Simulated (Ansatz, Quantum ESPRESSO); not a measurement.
# Ni (Fm-3m): electron–phonon coupling with Quantum ESPRESSO

What λ does ph.x give for Ni (Fm-3m), and how does it hang on the broadening?

Main program and level: Ansatz 0.2.0 and Quantum ESPRESSO 7.5; DFT PBE, scalar-relativistic, plane waves, PAW; PAW set soft_1, in the first sound run; inputs show where later runs differ.

## Step 1: The starting structure

Symmetry: Fm-3m, No. 225, cubic system. Conventional cell: a = 3.524 Å, b = 3.524 Å, c = 3.524 Å, α = 90.00°, β = 90.00°, γ = 90.00°. Nearest to Ni lie 12 Ni at 2.49 Å.

## Step 2: Relaxing cell and atoms

Lattice constant and positions set the bands and the force constants, so the cell is relaxed first.

Input file input.yaml:

```yaml
crystal:
  lattice:
    - [0.0, 1.761935, 1.761935]
    - [1.761935, 0.0, 1.761935]
    - [1.761935, 1.761935, 0.0]
  atoms:
    - { symbol: Ni, position: [0.0, 0.0, 0.0], spin: 0.81 }
kpoints:
  mp_grid: { grid: [14, 14, 14] }
hamiltonian:
  xc: pbe
  pseudopotentials: { kind: paw, azcp: { folder: soft_1 } }
scf:
  occupations: { method: gaussian, width: 0.1 }
output:
  forces: true
  stress: true
  eigenvalues: true
  populations: true
magnetization:
  spin_polarized: true
relax:
  adjacent_minimum: "off"
  f_tol: 0.005
  max_steps: 80
  cell: { stress_tol: 0.05 }
```

Run with:

```console
$ ansatz run input.yaml --threads 4 --pin off --max-ram 12288MiB --backend cpu --events-out ev --progress --plain --runs-dir out
```

Numbers of over 12 decimals in the logs are rounded to 6 here.

The log of the run:

```text
[the first part of the log is left out]
  E_vxc        = -145.616597  (∫ρ·V_xc dr)
  E_paw        = -1656.161892  (= ΣΔE_a)
  E_vpaw       = -597.925294  (= ΣTr[D̂ρ^β])
  E_aug_tail   = 0.001069  (compensation charges beyond the density's cutoff)
  E_ewald      = -3039.819134
  E_smearing   = -0.009982  (= −TS)
  E_closure    = 0.000000  (closes the sum)
  Σ components = -5839.725452   (vs F -5839.725452, Δ=0.00e0)
--- Forces (eV/Å), atoms counted from 1 ---
  atom   1  Ni    -0.00000000     0.00000000    -0.00000000
  max |Σ_I F_I| component: 7.81e-32 eV/Å
--- Stress (GPa, compression-positive) ---
        0.017125       0.000000       0.000000
       -0.000000       0.017125      -0.000000
        0.000000       0.000000       0.017125
  P = ⅓ Tr σ = 0.0171 GPa (0.171 kbar)
--- Band table (eV; the first three rows and the last of 208) ---
  k-point 0 ↑: bands = ["-85.7268", "-45.9868", "-45.9868", "-45.9868", "8.8203", "15.4830", "15.4830", "15.4830", "16.6724", "16.6724", "41.4337", "45.3442", "45.3442", "45.3442"]
  k-point 1 ↑: bands = ["-85.7251", "-45.9977", "-45.9883", "-45.9883", "9.0199", "15.4317", "15.5274", "15.5274", "16.6539", "16.6539", "40.6971", "43.2740", "44.8451", "44.8451"]
  k-point 2 ↑: bands = ["-85.7204", "-46.0282", "-45.9928", "-45.9928", "9.6036", "15.3028", "15.6324", "15.6324", "16.6256", "16.6256", "37.6628", "42.3427", "44.0444", "44.0444"]
  k-point 103 ↓: bands = ["-84.8555", "-45.3440", "-45.3152", "-45.2665", "14.4473", "15.1276", "15.7854", "17.2170", "18.3275", "24.7149", "26.8400", "27.8933", "29.2474", "45.9818"]
--- Relaxed structure (3 steps of the walk, 3 accepted, 1 SCFs on fresh bases) ---
  F+E_penalty+E_count = -5839.72545186 eV   max|allowed force component| = 0.000e0 eV/Å   (the final SCF, on the basis selected at the relaxed cell)
  cell:  # Å, volume = 10.8887 Å³
    - [0, 1.759201, 1.759201]
    - [1.759201, 0, 1.759201]
    - [1.759201, 1.759201, 0]
  atoms:
    - { symbol: Ni, position: [0.0, 0.0, 0.0] }
--- Löwdin populations: 1 site ---
  site symbol       q [e]    m [muB]
     0     Ni     17.7726     0.6430
  spilling = 0.012631 (of n_electrons = 18.000000)
```

Wall time 3.6 s (4 threads of Intel Xeon Platinum 8375C at 2.90GHz (Ice Lake), shared host); peak memory 0.35 GiB.

Relaxation path:

| step | energy less that of the first step (eV) | largest force component (eV/Å) | pressure (GPa) | volume (Å³) |
| --- | --- | --- | --- | --- |
| 1 | 0.0000 | 0.0000 | -0.87 | 10.94 |
| 2 | -0.0001 | 0.0000 | -0.46 | 10.92 |
| 3 | -0.0002 | 0.0000 | 0.01 | 10.89 |
| 4 | -0.0001 | 0.0000 | 0.02 | 10.89 |

The log counts 1 steps on a newly chosen plane-wave basis, not all of them marked here; energy and pressure can jump at such steps.

| conventional cell, symmetrised | before | after | change |
| --- | --- | --- | --- |
| a (Å) | 3.524 | 3.518 | -0.2 % |
| b (Å) | 3.524 | 3.518 | -0.2 % |
| c (Å) | 3.524 | 3.518 | -0.2 % |
| volume (Å³/atom) | 10.94 | 10.89 | -0.5 % |

Final coordinates:

```cif
data_structure
_symmetry_space_group_name_H-M 'P 1'
_symmetry_Int_Tables_number 1
_cell_length_a 2.4879
_cell_length_b 2.4879
_cell_length_c 2.4879
_cell_angle_alpha 60.000
_cell_angle_beta 60.000
_cell_angle_gamma 60.000
_cell_volume 10.89
loop_
_atom_site_label
_atom_site_type_symbol
_atom_site_fract_x
_atom_site_fract_y
_atom_site_fract_z
_atom_site_occupancy
Ni1 Ni 0.00000 0.00000 0.00000 1
```

This step gave:

* magnetization: 0.6124 μB
* absolute magnetization: 0.7092 μB
* site moments: 0.6529 μB
* pressure: 0.01713 GPa
* volume per atom: 10.89 Å³/atom
* metallic on mesh: yes
* gap on the k-mesh: 0 eV

The largest force is now zero by symmetry and the largest stress component 0.017 GPa.

## Step 3: Ground state with pw.x

ph.x needs a tightly converged ground state on the same k mesh; the cell is that of the step before.

This step: DFT PBE, scalar-relativistic, plane waves, GBRV ultrasoft pseudopotentials (Quantum ESPRESSO 7.5).

Input file pw.in:

```
&control
   calculation = 'scf'
   prefix = 'x'
   outdir = './tmp'
   pseudo_dir = './pseudo'
   tprnfor = .true.
   tstress = .true.
/
&system
   ibrav = 0
   nat = 1
   ntyp = 1
   ecutwfc = 52.0
   ecutrho = 416.0
   occupations = 'smearing'
   smearing = 'fd'
   degauss = 0.00734986
   nbnd = 16
   nspin = 2
   starting_magnetization(1) = 0.04
/
&electrons
   conv_thr = 1.0d-11
   mixing_beta = 0.5
/
ATOMIC_SPECIES
 Ni     58.6934  Ni.upf
CELL_PARAMETERS angstrom
     0.000000000    1.759200541    1.759200541
     1.759200541    0.000000000    1.759200541
     1.759200541    1.759200541    0.000000000
ATOMIC_POSITIONS crystal
 Ni     0.000000000   0.000000000   0.000000000
K_POINTS automatic
 15 15 15 0 0 0
```

Run with:

```console
$ OMP_NUM_THREADS=1 mpirun -n 4 pw.x -nk 4 -in pw.in > pw.x.log
```

The log of the run:

```text
Program PWSCF v.7.5

     This program is part of the open-source Quantum ESPRESSO suite
     for quantum simulation of materials; please cite
         "P. Giannozzi et al., J. Phys.:Condens. Matter 21 395502 (2009);
         "P. Giannozzi et al., J. Phys.:Condens. Matter 29 465901 (2017);
         "P. Giannozzi et al., J. Chem. Phys. 152 154105 (2020);
     in publications or presentations arising from this work. More details at

     Message from routine setup:
     using ibrav=0 with symmetry is DISCOURAGED, use correct ibrav instead

     G-vector sticks info
     --------------------
     sticks:   dense  smooth     PW     G-vecs:    dense   smooth      PW
     Sum         637     313    109                10489     3719     749

     Using Slab Decomposition

     bravais-lattice index     =            0
     lattice parameter (alat)  =       4.7014  a.u.
     unit-cell volume          =      73.4806 (a.u.)^3
     number of atoms/cell      =            1
     number of atomic types    =            1
     number of electrons       =        18.00
     number of Kohn-Sham states=           16
     kinetic-energy cutoff     =      52.0000  Ry
     charge density cutoff     =     416.0000  Ry
     scf convergence threshold =      1.0E-11
     mixing beta               =       0.5000
     number of iterations used =            8  plain     mixing
     Exchange-correlation=  SLA  PW   PBX  PBC
                           (   1   4   3   4   0   0   0)

     celldm(1)=   4.701422  celldm(2)=   0.000000  celldm(3)=   0.000000
     celldm(4)=   0.000000  celldm(5)=   0.000000  celldm(6)=   0.000000

     crystal axes: (cart. coord. in units of alat)
               a(1) = (   0.000000   0.707107   0.707107 )
               a(2) = (   0.707107   0.000000   0.707107 )
               a(3) = (   0.707107   0.707107   0.000000 )

     reciprocal axes: (cart. coord. in units 2 pi/alat)
               b(1) = ( -0.707107  0.707107  0.707107 )
               b(2) = (  0.707107 -0.707107  0.707107 )
               b(3) = (  0.707107  0.707107 -0.707107 )

     PseudoPot. # 1 for Ni read from file:
     ./pseudo/Ni.upf
     Pseudo is Ultrasoft + core correction, Zval = 18.0
     Using radial grid of  865 points,  6 beta functions with:
                l(1) =   0
                l(2) =   0
                l(3) =   1
                l(4) =   1
                l(5) =   2
                l(6) =   2
     Q(r) pseudized with 10 coefficients,  rinner =    0.980   0.980   0.980
                                                       0.980   0.980

     atomic species   valence    mass     pseudopotential
     Ni               18.00    58.69340     Ni( 1.00)

     Starting magnetic structure
     atomic species   magnetization
     Ni              0.040

     48 Sym. Ops., with inversion, found

   Cartesian axes

     site n.     atom                  positions (alat units)
         1        Ni     tau(   1) = (   0.0000000   0.0000000   0.0000000  )

     number of k points=   120  Fermi-Dirac smearing, width (Ry)=  0.0073

     Number of k-points >= 100: set verbosity='high' to print them.

     Dense  grid:    10489 G-vectors     FFT dimensions: (  32,  32,  32)

     Smooth grid:     3719 G-vectors     FFT dimensions: (  24,  24,  24)

     Check: negative core charge=   -0.000015
     Generating pointlists ...
     new r_m :   0.4125 (alat units)  1.9393 (a.u.) for type    1

     Initial potential from superposition of free atoms

     starting charge      16.0000, renormalised to      18.0000
     Starting wfcs are   13 randomized atomic wfcs +    3 random wfcs

     per-process dynamical memory:    21.6 Mb

     Self-consistent Calculation

     iteration #  1     ecut=    52.00 Ry     beta= 0.50
     Davidson diagonalization with overlap
     ethr =  1.00E-02,  avg # of iterations =  5.5

     total energy              =    -330.04639106 Ry
     estimated scf accuracy    <      31.60634353 Ry

     total magnetization       =     0.14 Bohr mag/cell
     absolute magnetization    =     0.15 Bohr mag/cell

     iteration #  2     ecut=    52.00 Ry     beta= 0.50
     Davidson diagonalization with overlap
     ethr =  1.00E-02,  avg # of iterations =  3.0

     total energy              =    -341.17857241 Ry
     estimated scf accuracy    <      19.27006589 Ry

     total magnetization       =     0.00 Bohr mag/cell
     absolute magnetization    =     0.02 Bohr mag/cell

     iteration #  3     ecut=    52.00 Ry     beta= 0.50
     Davidson diagonalization with overlap
     ethr =  1.00E-02,  avg # of iterations =  2.0

     total energy              =    -343.23352337 Ry
     estimated scf accuracy    <       0.34873314 Ry

     total magnetization       =     0.36 Bohr mag/cell
     absolute magnetization    =     0.38 Bohr mag/cell

     iteration #  4     ecut=    52.00 Ry     beta= 0.50
     Davidson diagonalization with overlap
     ethr =  1.94E-03,  avg # of iterations =  1.2

     total energy              =    -343.28137540 Ry
     estimated scf accuracy    <       0.00683792 Ry

     total magnetization       =     0.45 Bohr mag/cell
     absolute magnetization    =     0.48 Bohr mag/cell

     iteration #  5     ecut=    52.00 Ry     beta= 0.50
     Davidson diagonalization with overlap
     ethr =  3.80E-05,  avg # of iterations =  2.8

     total energy              =    -343.27721016 Ry
     estimated scf accuracy    <       0.01127755 Ry

     total magnetization       =     0.48 Bohr mag/cell
     absolute magnetization    =     0.52 Bohr mag/cell

     iteration #  6     ecut=    52.00 Ry     beta= 0.50
     Davidson diagonalization with overlap
     ethr =  3.80E-05,  avg # of iterations =  2.1

     total energy              =    -343.28201706 Ry
     estimated scf accuracy    <       0.02767197 Ry

     total magnetization       =     0.59 Bohr mag/cell
     absolute magnetization    =     0.64 Bohr mag/cell

     iteration #  7     ecut=    52.00 Ry     beta= 0.50
     Davidson diagonalization with overlap
     ethr =  3.80E-05,  avg # of iterations =  1.5

     total energy              =    -343.28083722 Ry
     estimated scf accuracy    <       0.00785782 Ry

     total magnetization       =     0.68 Bohr mag/cell
     absolute magnetization    =     0.77 Bohr mag/cell

     iteration #  8     ecut=    52.00 Ry     beta= 0.50
     Davidson diagonalization with overlap
     ethr =  3.80E-05,  avg # of iterations =  2.0

     total energy              =    -343.28214348 Ry
     estimated scf accuracy    <       0.00015437 Ry

     total magnetization       =     0.65 Bohr mag/cell
     absolute magnetization    =     0.74 Bohr mag/cell

     iteration #  9     ecut=    52.00 Ry     beta= 0.50
     Davidson diagonalization with overlap
     ethr =  8.58E-07,  avg # of iterations =  2.2

     total energy              =    -343.28211303 Ry
     estimated scf accuracy    <       0.00080324 Ry

     total magnetization       =     0.65 Bohr mag/cell
     absolute magnetization    =     0.74 Bohr mag/cell

     iteration # 10     ecut=    52.00 Ry     beta= 0.50
     Davidson diagonalization with overlap
     ethr =  8.58E-07,  avg # of iterations =  2.0

     total energy              =    -343.28224410 Ry
     estimated scf accuracy    <       0.00000179 Ry

     total magnetization       =     0.65 Bohr mag/cell
     absolute magnetization    =     0.75 Bohr mag/cell

     iteration # 11     ecut=    52.00 Ry     beta= 0.50
     Davidson diagonalization with overlap
     ethr =  9.96E-09,  avg # of iterations =  2.0

     total energy              =    -343.28224367 Ry
     estimated scf accuracy    <       0.00001176 Ry

     total magnetization       =     0.65 Bohr mag/cell
     absolute magnetization    =     0.75 Bohr mag/cell

     iteration # 12     ecut=    52.00 Ry     beta= 0.50
     Davidson diagonalization with overlap
     ethr =  9.96E-09,  avg # of iterations =  2.0

     total energy              =    -343.28224531 Ry
     estimated scf accuracy    <          3.5E-09 Ry

     total magnetization       =     0.65 Bohr mag/cell
     absolute magnetization    =     0.75 Bohr mag/cell

     iteration # 13     ecut=    52.00 Ry     beta= 0.50
     Davidson diagonalization with overlap
     ethr =  1.93E-11,  avg # of iterations =  2.0

     total energy              =    -343.28224531 Ry
     estimated scf accuracy    <          8.2E-10 Ry

     total magnetization       =     0.65 Bohr mag/cell
     absolute magnetization    =     0.75 Bohr mag/cell

     iteration # 14     ecut=    52.00 Ry     beta= 0.50
     Davidson diagonalization with overlap
     ethr =  4.53E-12,  avg # of iterations =  1.0

     total energy              =    -343.28224531 Ry
     estimated scf accuracy    <          8.9E-11 Ry

     total magnetization       =     0.65 Bohr mag/cell
     absolute magnetization    =     0.75 Bohr mag/cell

     iteration # 15     ecut=    52.00 Ry     beta= 0.50
     Davidson diagonalization with overlap
     ethr =  4.95E-13,  avg # of iterations =  1.1

     Magnetic moment per site  (integrated on atomic sphere of radius R)
     atom   1 (R=0.412)  charge= 16.7002  magn=  0.6925

     End of self-consistent calculation

     Number of k-points >= 100: set verbosity='high' to print the bands.

     the Fermi energy is    17.8711 ev

!    total energy              =    -343.28224531 Ry
     estimated scf accuracy    <          7.3E-12 Ry
     smearing contrib. (-TS)   =      -0.00381739 Ry
     internal energy E=F+TS    =    -343.27842793 Ry

     The total energy is F=E-TS. E is the sum of the following terms:
     one-electron contribution =    -191.80554611 Ry
     hartree contribution      =     107.51402998 Ry
     xc contribution           =     -35.56432645 Ry
     ewald contribution        =    -223.42258534 Ry

     total magnetization       =     0.65 Bohr mag/cell
     absolute magnetization    =     0.75 Bohr mag/cell

     convergence has been achieved in  15 iterations

     Forces acting on atoms (cartesian axes, Ry/au):

     atom    1 type  1   force =     0.00000000    0.00000000    0.00000000

     Total force =     0.000000     Total SCF correction =     0.000000

     Computing stress (Cartesian axis) and pressure

          total   stress  (Ry/bohr**3)                   (kbar)     P=        2.00
   0.00001358  -0.00000000   0.00000000            2.00       -0.00        0.00
  -0.00000000   0.00001358  -0.00000000           -0.00        2.00       -0.00
   0.00000000  -0.00000000   0.00001358            0.00       -0.00        2.00

     Writing all to output data dir ./tmp/x.save/ :
     XML data file, charge density, pseudopotentials, collected wavefunctions

   JOB DONE.
```

Wall time 10 s (4 MPI ranks); 40 s of CPU time.

This step gave:

* pressure: 0.2000 GPa
* magnetization: 0.65 μB

With these potentials, mesh and smearing the cell is at 0.20 GPa.

[end of part 1 of 2]

[Logs are printed without paths, hosts, clocks, repeated set-up lines and the standing remarks that a program may print on its own settings, such as how far it seeks lower states.]

[Hosts, paths, dates, database ids (printed as entryN), source tags and the programs' standing remarks are cut or masked in the printed files.]
